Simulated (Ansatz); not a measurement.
# YAlSe3 (model cell, started as cubic perovskite with Al in the octahedra): following an unstable mode

Which phase does YAlSe3 (model cell, started as cubic perovskite with Al in the octahedra) fall into along its unstable mode, and how much energy does it gain?

Method: DFT PBEsol, scalar-relativistic, plane waves, PAW; PAW set soft_1, in Ansatz 0.2.0.

The structure was built from a prototype and need not be the compound's stable phase.

### 1. Starting point

It takes space group Pm-3m (No. 221, cubic). Conventional cell: a = 4.832 Å, b = 4.832 Å, c = 4.832 Å, α = 90.00°, β = 90.00°, γ = 90.00°. Y has 12 Se at 3.42 Å nearest. Nearest to Al lie 6 Se at 2.42 Å. Nearest to Se lie 2 Al at 2.42 Å and 4 Y at 3.42 Å. Farther neighbours and most contacts between anions are not listed.

### 2. Response at finite wavevector

The cell comes from relaxations at this level that are not shown. Stability and thermal properties need the whole zone. Linear response on a 2×2×2 q mesh gives force constants as far as a supercell of that size would.

Contents of input.yaml:

```yaml
crystal:
  lattice:
    - [4.8323304856, 0.0, 0.0]
    - [0.0, 4.8323304856, 0.0]
    - [0.0, 0.0, 4.8323304856]
  atoms:
    - { symbol: "Y", position: [0.0, 0.0, 0.0] }
    - { symbol: Al, position: [0.5, 0.5, 0.5] }
    - { symbol: Se, position: [0.5, 0.5, 0.0] }
    - { symbol: Se, position: [0.5, 0.0, 0.5] }
    - { symbol: Se, position: [0.0, 0.5, 0.5] }
kpoints:
  mp_grid: { grid: [8, 8, 8] }
hamiltonian:
  xc: pbesol
  pseudopotentials: { kind: paw, azcp: { folder: soft_1 }, xc_functional: pbe }
scf:
  occupations: { method: methfessel_paxton, width: 0.2 }
output:
  eigenvalues: true
phonons:
  method: dfpt
  qmesh: [2, 2, 2]
  temperatures: { t_max: 1000, t_step: 50 }
  qpath:
    path:
      - [[0.0, 0.0, 0.0], [0.0, 0.5, 0.0], [0.5, 0.5, 0.0], [0.0, 0.0, 0.0], [0.5, 0.5, 0.5], [0.0, 0.5, 0.0]]
      - [[0.5, 0.5, 0.5], [0.5, 0.5, 0.0]]
    npoints: 10
```

The run is started by

```bash
> ansatz run input.yaml --threads 4 --pin off --max-ram 16384MiB --backend cpu --events-out ev --progress --plain --runs-dir out
```

Numbers of over 12 decimals in the logs are rounded to 6 here.

Log:

```text
Engine: ansatz 0.2.0, aarch64-unknown-linux-gnu
Pseudopotentials: kind: paw
Pseudopotential: Y, paw, valence charge 11, recommended cutoff 420 eV (normal), soft_1/Y.paw.azcp
Pseudopotential: Al, paw, valence charge 3, recommended cutoff 420 eV (normal), soft_1/Al.paw.azcp
Pseudopotential: Se, paw, valence charge 16, recommended cutoff 420 eV (normal), soft_1/Se.paw.azcp
Functional definition: PBEsol
  exchange = pbesol_x
  correlation = pbesol_c
Crystal: 5 atoms, lattice volume = 112.842 Å³
Basis set: ecut = 420 eV, 2205 PW (Γ), exchange–correlation on 72×72×72 points (8 copies of the dense FFT grid, shifted against one another)
Bands: 38, of which v1, the nominal top of the filled ones, is band 31 counted from 1 (30 counted from 0)
Symmetry: 48 space group operations
k-points: 35 of 512
Non-local potential: Y, projectors of the file, l = 0: 3, l = 1: 2, l = 2: 2, l = 3: 1
Non-local potential: Al, projectors of the file, l = 0: 2, l = 1: 2, l = 2: 1
Non-local potential: Se, projectors of the file, l = 0: 2, l = 1: 2, l = 2: 3, l = 3: 1
PAW form: soft (Blöchl's): semilocal exchange-correlation on the pseudo side does not see the compensation charge
PAW frozen core: Y, regenerated for the run's functional, and the local potential with it (the file was generated under x = pbe(κ = 0.804, μ = 0.219515), c = pbe(β = 0.066725))
PAW frozen core: Al, regenerated for the run's functional, and the local potential with it (the file was generated under x = pbe(κ = 0.804, μ = 0.219515), c = pbe(β = 0.066725))
PAW frozen core: Se, regenerated for the run's functional, and the local potential with it (the file was generated under x = pbe(κ = 0.804, μ = 0.219515), c = pbe(β = 0.066725))
PAW one-centre angular grid: Y, 590 points (default); XC on 64 Gauss nodes
PAW one-centre angular grid: Al, 110 points (default); XC on 64 Gauss nodes
PAW one-centre angular grid: Se, 590 points (default); XC on 64 Gauss nodes
Initial density: superposition of atomic densities (chi_scale 0.1, normalization cell, long waves kept (reshape's long-wave potential 0.00 eV rms))
Initial wavefunctions: pseudopotential atomic-orbital guess
Functional: x = pbesol(κ = 0.804, μ = 0.123457), c = pbesol(β = 0.046)
SCF iter   1: F=—  HF=-20596.788762 eV  |F-HF|=—  |Δ(HF+E_count)|=         —  Δρ=3.10e-2  dr2=1.36e0  ethr=3.10e-3  ⟨swp⟩=6.2  Hψ=5194  notcnv=0
preconditioner: auto → Resta (q_TF=auto, 2.469 Å⁻¹)  ε∞=6.2  [insulator: Δε(μ)=0.156 eV  Ē_g=7.529 eV  σ=0.200 eV  W_gap=0.61  n_scr=26 (ndim 8)  ℏωp=17.1 eV  f_vac=0.000  D(μ)=1.11/eV (n_scr^D=6)  ε∞_Penn≈6.2]
SCF iter   2: F=—  HF=-20596.529387 eV  |F-HF|=—  |Δ(HF+E_count)|=   2.59e-1  S|Δr|=    0.00e0  Δρ=1.68e-2  dr2=3.68e-1  ethr=2.19e-3  ⟨swp⟩=2.0  Hψ=1796  notcnv=0  defer=30
SCF iter   3: F=—  HF=-20596.423035 eV  |F-HF|=—  |Δ(HF+E_count)|=   1.06e-1  S|Δr|=    0.00e0  Δρ=2.71e-3  dr2=9.67e-3  ethr=5.93e-4  ⟨swp⟩=2.0  Hψ=2076  notcnv=0  defer=30
SCF iter   4: F=—  HF=-20596.421834 eV  |F-HF|=—  |Δ(HF+E_count)|=   1.20e-3  S|Δr|=    0.00e0  Δρ=8.46e-4  dr2=9.02e-4  ethr=1.56e-5  ⟨swp⟩=2.0  Hψ=2376  notcnv=0  defer=30
SCF iter   5: F=—  HF=-20596.421343 eV  |F-HF|=—  |Δ(HF+E_count)|=   4.91e-4  S|Δr|=    0.00e0  Δρ=2.72e-4  dr2=6.78e-5  ethr=1.45e-6  ⟨swp⟩=2.0  Hψ=2384  notcnv=0  defer=30
SCF iter   6: F=—  HF=-20596.421355 eV  |F-HF|=—  |Δ(HF+E_count)|=   1.21e-5  S|Δr|=    0.00e0  Δρ=6.01e-5  dr2=6.06e-6  ethr=1.09e-7  ⟨swp⟩=2.4  Hψ=2395  notcnv=0  defer=30
SCF iter   7: F=—  HF=-20596.421356 eV  |F-HF|=—  |Δ(HF+E_count)|=   1.10e-6  S|Δr|=    0.00e0  Δρ=1.22e-5  dr2=3.76e-7  ethr=9.77e-9  ⟨swp⟩=2.2  Hψ=2181  notcnv=0  defer=30
SCF iter   8: F=—  HF=-20596.421356 eV  |F-HF|=—  |Δ(HF+E_count)|=   1.04e-8  S|Δr|=    0.00e0  Δρ=2.41e-6  dr2=9.11e-9  ethr=6.06e-10  ⟨swp⟩=2.0  Hψ=1693  notcnv=0  defer=30
SCF iter   9: F=—  HF=-20596.421356 eV  |F-HF|=—  |Δ(HF+E_count)|=  3.35e-10  S|Δr|=    0.00e0  Δρ=6.18e-7  dr2=4.66e-10  ethr=1.47e-11  ⟨swp⟩=2.3  Hψ=2290  notcnv=0  defer=30
SCF iter  10: F=-20596.421356 eV  HF=-20596.421356 eV  |F-HF|=1.09e-11  |Δ(HF+E_count)|=  4.37e-11  S|Δr|=    0.00e0  Δρ=8.56e-8  dr2=8.42e-12  ethr=1.00e-12  ⟨swp⟩=8.7  Hψ=7016  notcnv=0
the search or the solves at the SCF's close seem to have found levels that the self-consistency loop had missed (the run counts 1). By its estimate they hold under 1e-12 electrons; where the run keeps them, the occupations were computed again with them
SCF 1 converged in 10 iterations: F = -20596.421356 eV  dr2 = 8.42e-12
  greatest PAW one-centre occupation: 1.000 electrons in one spin orbital (limit 2), on the Se atom at site 2 (counted from 0), in its partial waves of l = 2
Initial density: read from a saved state, or passed on in memory by an earlier SCF of this step, an earlier step, the calling program or the single point that the run made first
iter 1 solved again at ethr=1.93e-8 eV; its pass at ethr=3.10e-3 eV (dr2=1.19e-5 eV) is discarded
SCF iter   1: F=—  HF=-20596.421356 eV  |F-HF|=—  |Δ(HF+E_count)|=         —  Δρ=2.04e-7  dr2=5.39e-11  ethr=1.93e-8  ⟨swp⟩=3.6  Hψ=8914  notcnv=0
eigensolver tolerance schedule: the retry pair's looser diagonalisation over-reported the residual by 221431.15 of it (diagonalisation noise at an unbounded share of the residual, at the tolerance the schedule requests for it); recorded, not acted on — ethr = c·dr2/N_el stays at c = 1.0e-1
preconditioner: auto → Kerker (q_TF=auto, 2.469 Å⁻¹)  [metal: Δε(μ)=0.078 eV  Ē_g=7.951 eV  σ=0.200 eV  W_gap=0.32  n_scr=26 (ndim 8)  ℏωp=17.1 eV  f_vac=0.000  D(μ)=1.15/eV (n_scr^D=6)]
SCF iter   2: F=—  HF=-20596.421356 eV  |F-HF|=—  |Δ(HF+E_count)|=   2.22e-7  S|Δr|=    0.00e0  Δρ=1.01e-7  dr2=1.60e-11  ethr=1.00e-12  ⟨swp⟩=3.0  Hψ=3248  notcnv=0
SCF iter   3: F=-20596.421356 eV  HF=-20596.421356 eV  |F-HF|=3.64e-12  |Δ(HF+E_count)|=    0.00e0  S|Δr|=    0.00e0  Δρ=7.79e-8  dr2=8.93e-12  ethr=1.00e-12  ⟨swp⟩=3.4  Hψ=3001  notcnv=0
SCF 2 converged in 3 iterations: F = -20596.421356 eV  dr2 = 8.93e-12
  greatest PAW one-centre occupation: 1.000 electrons in one spin orbital (limit 2), on the Se atom at site 4 (counted from 0), in its partial waves of l = 2
phonons: the bands overlap, so this run is a metal and interpolates without the dipole-dipole term. If the crystal is really an insulator or semiconductor, its LO-TO splitting is missing
NSCF: frozen V_eff on 35 k-points
NSCF: frozen V_eff on 125 k-points
DFPT response loops at q = (0, 0, 0) (fractional): preconditioner auto → Kerker (q_TF=auto, 2.469 Å⁻¹) (partly filled bands, converged f_vac=0.000); β = 1.00, the filter's whole step (`scf.mixing.beta` (0.50) is not read by the response loops under this deck's `scf.mixing.preconditioner`; to damp them name `kerker` or `kerker_dos`, under which they read `scf.mixing.beta`, and type it under 1.00, their step now; both keys bind the ground state too); Broyden in place of MSR1
NSCF: frozen V_eff on 250 k-points
DFPT response loops at q = (0, 0, -0.5) (fractional): mixed as the last ones told, above
NSCF: frozen V_eff on 250 k-points
DFPT response loops at q = (0, -0.5, -0.5) (fractional): mixed as the last ones told, above
NSCF: frozen V_eff on 250 k-points
DFPT response loops at q = (-0.5, -0.5, -0.5) (fractional): mixed as the last ones told, above
SCF converged after 10 iterations
Stability not checked: this state was not tested for a lower state beside it, because cold or Methfessel-Paxton smearing, or corrected tetrahedra, fill the levels in a way that the test cannot read (fill_not_monotonic; see scf.lower_state_search)
Free energy (F): -20596.421356 eV
Harris-Foulkes:  -20596.421356 eV  (|F-HF|=1.09e-11)
Internal energy: -20596.422449 eV  (E = F + TS)
E sigma→0 (E₀):  -20596.421629 eV
Entropy (-TS):   0.001093 eV (0.219 meV/atom)
Fermi energy:    9.500456 eV
--- Per-component energies (eV) ---
  E_band       = -1198.804880
  E_kinetic    = 673.545435
  E_local      = -8539.261617  (includes V_loc(G=0)·N_el)
  E_nonlocal   = -1022.406396
  E_hartree    = 4403.465475
  E_xc         = -470.652145
  E_vxc        = -508.253366  (∫ρ·V_xc dr)
  E_paw        = -9478.470593  (= ΣΔE_a)
  E_vpaw       = -609.358994  (= ΣTr[D̂ρ^β])
  E_aug_tail   = -0.000958  (compensation charges beyond the density's cutoff)
  E_ewald      = -6165.834919
  E_core_change = 3.193268  (= ΣΔE_core)
  E_smearing   = 0.001093  (= −TS)
  E_closure    = -0.000000  (closes the sum)
  Σ components = -20596.421356   (vs F -20596.421356, Δ=0.00e0)
--- Band table (eV; the first three rows and the last of 35) ---
  k-point 0: bands = [... 27 lower, 8.1021, 8.1496, 8.7361, 8.7361, 8.7361, 10.0625, 10.0625, 10.4406, ... 3 higher]
  k-point 1: bands = [... 27 lower, 7.8777, 8.0854, 8.5992, 8.6103, 8.6103, 10.1920, 10.4775, 10.5227, ... 3 higher]
  k-point 2: bands = [... 27 lower, 7.4272, 7.4272, 8.3687, 8.3687, 9.4111, 10.5222, 10.5726, 11.3724, ... 3 higher]
  k-point 34: bands = [... 27 lower, 8.1871, 9.8958, 9.8958, 9.8958, 10.1610, 11.0432, 11.0432, 11.0432, ... 3 higher]
--- Phonons (Γ-DFPT): 4 representative perturbations + reference (Σ response iterations 12) ---
  ASR residual: 4.194e-5 → 0.000e0 eV/Å²; symmetrization residual: 6.833e-6 eV/Å²
  ASR residual per site (eV/Å²): 4.19e-5 2.30e-5 2.36e-5 2.36e-5 2.36e-5
  Γ frequencies (cm⁻¹): -126.39 -126.39 -126.39 -106.95 -106.95 -106.95 0.00 0.00 0.00 56.31 56.31 56.31 345.89 345.89 345.89
--- Phonons (arbitrary-q DFPT): 4 irreducible q on the 2×2×2 mesh ---
  q = [0.0000, 0.0000, 0.0000] (star 1, of the zone-centre solve; hermiticity 1.00e-6, symmetrization 7.85e-12): -126.39 -126.39 -126.39 -106.95 -106.95 -106.95 -0.00 -0.00 -0.00 56.31 56.31 56.31 345.89 345.89 345.89
  q = [0.0000, 0.0000, -0.5000] (star 3, 9 solved perturbations in 975 linear systems a pass and spin channel, the states on 125 of 512 k-point pairs; hermiticity 5.77e-7, symmetrization 3.65e-12): -116.50 -116.50 -96.11 -75.02 -75.02 22.95 22.95 49.78 52.23 86.64 86.64 227.33 322.11 344.75 344.75
  q = [0.0000, -0.5000, -0.5000] (star 3, 9 solved perturbations in 975 linear systems a pass and spin channel, the states on 125 of 512 k-point pairs; hermiticity 8.12e-7, symmetrization 5.37e-13): -145.38 -127.40 -127.40 -63.10 -63.10 -49.51 63.31 63.31 94.97 113.31 185.87 256.00 336.09 336.09 343.37
  q = [-0.5000, -0.5000, -0.5000] (star 1, 4 solved perturbations in 350 linear systems a pass and spin channel, the states on 125 of 512 k-point pairs; hermiticity 3.48e-7, symmetrization 8.92e-12): -166.68 -166.68 -166.68 -117.03 -117.03 -117.03 89.19 89.19 89.19 183.40 183.40 275.00 353.81 353.81 353.81
  sum rule: each row above includes the acoustic sum rule's correction from the zone centre's row sums; it moved no ω² by more than (0.48 cm⁻¹)²
  mesh force constants: q→R imaginary residual 6.47e-18; ASR residual 4.194e-5 → 0.000e0 eV/Å²; symmetrization residual 8.882e-15 eV/Å²
  interpolated dispersion: 62 rows × 15 modes
  density of states and harmonic sums: on the 14×14×14 q-mesh, interpolated from the force constants of a 2×2×2 supercell (no non-analytic term)
  largest difference from the sums on the solved wave vectors: F 5.88e-2 eV, S 6.24e-5 and C_V 2.64e-5 eV/K
  zero-point energy: 0.105632 eV/cell   skipped modes (ω ≤ 0): 712, of them read as no rigid motion or as one in doubt: 709 (5.935e0 modes/cell left out, lowest -166.68 cm⁻¹)   left out of the sums: 3.96e-1 of the cell's modes: C_V's classical limit lies that fraction below 3 k_B per atom; for a crystal, a wire or a layer, F and S can be off by more, and a phonons.interpolated_qmesh denser along its periods is the remedy for the sampling
```

The job ended after 6 min (4 threads of Arm Neoverse V1, shared host; peak memory 1.6 GiB; 23 min of CPU time).

In the SCF lines HF is the Harris–Foulkes energy and dr2 the Hartree energy of the density residual, in eV; the loop may stop once dr2 is under the threshold and the program's other checks hold. Hψ counts applications of the Hamiltonian.

Numbers from this step:

```
volume per atom                                         : 22.57 Å³
gap on the k-mesh                                       : 0 eV
sum-rule residual before enforcement                    : 4.19e-5 eV/Å²
lowest frequency on the path                            : -166.7 cm⁻¹
point group                                             : m-3m
highest frequency on the path or at a solved wavevector : 353.8 cm⁻¹
highest optical mode at the zone centre (no LO-TO term) : 345.9 cm⁻¹
lowest optical zone-centre mode                         : -126.4 cm⁻¹
lowest mode on the q mesh (acoustic modes at Γ apart)   : -166.7 cm⁻¹
```

Frequencies (cm⁻¹) solved at each irreducible wavevector; negative means imaginary. Frequencies by wavevector, by row:

```
q in reciprocal lattice units  star  mode 1  mode 2  mode 3  mode 4  mode 13  mode 14  mode 15
                        0 0 0     1  -126.4  -126.4  -126.4    -107    345.9    345.9    345.9
                     0 0 -0.5     3  -116.5  -116.5   -96.1     -75    322.1    344.8    344.8
                  0 -0.5 -0.5     3  -145.4  -127.4  -127.4   -63.1    336.1    336.1    343.4
               -0.5 -0.5 -0.5     1  -166.7  -166.7  -166.7    -117    353.8    353.8    353.8
```

Interpolated from a 2×2×2 q mesh. The phonon branches at the labelled points (cm⁻¹):

```
    point  branch 1  branch 2  branch 3  branch 4  branch 12  branch 13  branch 14  branch 15
        Γ      -126      -126      -126      -107         56        346        346        346
  halfway      -121      -121      -102       -95        158        338        345        345
        X      -116      -116       -96       -75        227        322        345        345
  halfway      -132      -117      -107       -99        232        329        342        344
        M      -145      -127      -127       -63        256        336        336        343
  halfway      -124      -115      -110      -101        179        336        343        345
        Γ      -126      -126      -126      -107         56        346        346        346
  halfway      -128      -122      -122      -100        197        339        339        348
        R      -167      -167      -167      -117        275        354        354        354
  halfway      -140      -134      -122      -106        238        337        341        348
        X      -116      -116       -96       -75        227        322        345        345
jump to R      -167      -167      -167      -117        275        354        354        354
  halfway      -156      -144      -144      -108        259        345        345        348
        M      -145      -127      -127       -63        256        336        336        343
```

Symmetry leaves 4 wavevectors to solve. The lowest mode among them, the acoustic zeros apart, lies at q = (-0.5, -0.5, -0.5) and is imaginary, 166.7i cm⁻¹, so the energy falls along it.

### 3. The mode frozen in, largest atomic shift 0 Å

The mode followed lies at q = (-0.5, -0.5, -0.5) with frequency 166.7i cm⁻¹ and is 3-fold degenerate, the softest among the wavevectors solved. At small amplitude the distorted cell has space group no. 74 by a symmetry search on the positions. The undistorted cell that holds it gives the zero of energy on the same k mesh.

System of this step: YAlSe3 (model cell, started as cubic perovskite with Al in the octahedra). It takes space group Pm-3m (No. 221, cubic). Conventional cell: a = 4.832 Å, b = 4.832 Å, c = 4.832 Å, α = 90.00°, β = 90.00°, γ = 90.00°. Nearest to Y lie 12 Se at 3.42 Å. Al has 6 Se at 2.42 Å nearest. Se has 2 Al at 2.42 Å and 4 Y at 3.42 Å nearest. Farther neighbours and most contacts between anions are not listed.

input.yaml, the sections that differ from step 2:

```yaml
crystal:
  lattice:
    - [4.8323304856, 4.8323304856, 0.0]
    - [4.8323304856, 0.0, 4.8323304856]
    - [4.8323304856, 0.0, -4.8323304856]
  atoms:
    - { symbol: "Y", position: [0.0, 0.5, 0.5] }
    - { symbol: "Y", position: [0.0, 0.0, 0.0] }
    - { symbol: Al, position: [0.5, 0.25, 0.75] }
    - { symbol: Al, position: [0.5, 0.75, 0.25] }
    - { symbol: Se, position: [0.5, 0.5, 0.5] }
    - { symbol: Se, position: [0.5, 0.0, 0.0] }
    - { symbol: Se, position: [0.0, 0.0, 0.5] }
    - { symbol: Se, position: [0.0, 0.5, 0.0] }
    - { symbol: Se, position: [0.5, 0.0, 0.5] }
    - { symbol: Se, position: [0.5, 0.5, 0.0] }
output:
  forces: true
  stress: true
  eigenvalues: true
# kpoints, hamiltonian, scf: as in step 2
# phonons: removed
```

Log:

```text
[...]
Crystal: 10 atoms, lattice volume = 225.684 Å³
Basis set: ecut = 420 eV, 4477 PW (Γ), exchange–correlation on 96×96×96 points (8 copies of the dense FFT grid, shifted against one another)
Bands: 75, of which v1, the nominal top of the filled ones, is band 62 counted from 1 (61 counted from 0)
Symmetry: 96 space group operations
[...]
k-points: 29 of 512
[...]
k-point 0: bands = [... 58 lower, 8.7330, 8.7330, 9.8888, 9.8888, 9.8888, 10.0591, 10.0591, 10.1576, ... 9 higher]
  k-point 1: bands = [... 58 lower, 8.6985, 8.6985, 9.5420, 9.5420, 9.7937, 10.2151, 10.2151, 10.3491, ... 9 higher]
  k-point 2: bands = [... 58 lower, 8.6586, 9.0092, 9.1058, 9.1058, 9.5413, 10.3976, 10.3976, 10.6374, ... 9 higher]
  k-point 28: bands = [... 58 lower, 7.9699, 7.9699, 8.5360, 8.5360, 11.2949, 11.2949, 11.2956, 11.2956, ... 9 higher]
[key lines of the parts left out:]
SCF converged after 9 iterations
Free energy (F): -41192.851380 eV
Fermi energy:    9.488057 eV
P = ⅓ Tr σ = -0.0014 GPa (-0.014 kbar)
```

The job ended after 8.9 s (4 threads; peak memory 0.92 GiB).

This step gave:

| Property | Result |
| --- | --- |
| pressure | -0.001410 GPa |
| energy from the undistorted cell | 0 meV/atom |

The run ends at a pressure of 0.00 GPa.

[end of part 1 of 3]

[Logs are printed without paths, hosts, clocks, repeated set-up lines and the standing remarks that a program may print on its own settings, such as how far it seeks lower states.]

[Hosts, paths, dates, database ids (printed as entryN), source tags and the programs' standing remarks are cut or masked in the printed files.]
